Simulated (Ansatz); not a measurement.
An input for Ansatz 0.2.0 (SiSO (1T monolayer (Janus))):

```yaml
crystal:
  lattice:
    - [2.9816107688, 0.0, 0.0]
    - [-1.4908053844, 2.58215067, 0.0]
    - [0.0, 0.0, 27.7]
  atoms:
    - { symbol: Si, position: [0.0, 0.0, 0.509127614] }
    - { symbol: O, position: [0.3333333333, 0.6666666667, 0.540403649] }
    - { symbol: S, position: [0.6666666667, 0.3333333333, 0.459596351] }
  periodic: [true, true, false]
kpoints:
  mp_grid: { grid: [9, 9, 1] }
  band_path:
    path:
      - [0, 0, 0]
      - [0.5, 0, 0]
      - [0.3333333333333, 0.3333333333333, 0]
      - [0, 0, 0]
    npoints: 10
hamiltonian:
  xc: pbesol
  pseudopotentials: { kind: paw_fr, azcp: { folder: soft_1 }, xc_functional: pbe }
scf:
  occupations: { method: fermi_dirac, width: 0.02 }
  n_extra_bands: 10
magnetization:
  noncollinear: true
  spin_orbit: true
output:
  eigenvalues: true
  forces: true
  stress: true
```

```sh
ansatz run input.yaml --threads 4 --pin off --max-ram 17510MiB --backend cpu --events-out ev --progress --plain --runs-dir out
```

Estimate wall time and host memory on 4 threads of Arm Neoverse V1, shared host.

It took 15 s; on shared hardware allow 7.5 s to 30 s. Peak host memory was 0.79 GiB. The sizes that set the cost: 4077 plane waves a state, 12 irreducible k points and 9 SCF cycles.

[Paths, hosts, dates, memory and timing lines, banners, echoed tables and standing remarks are left out of the program output.]

[Logs are printed without paths, hosts, clocks, repeated set-up lines and the standing remarks that a program may print on its own settings, such as how far it seeks lower states.]

[Runs of the session that timed out or met a known fault of the program may be left out.]

[Cells called generated may have been cut or substituted from an entry of the Crystallography Open Database or the Materials Project.]

[Hosts, paths, dates, database ids (printed as entryN), source tags and the programs' standing remarks are cut or masked in the printed files.]
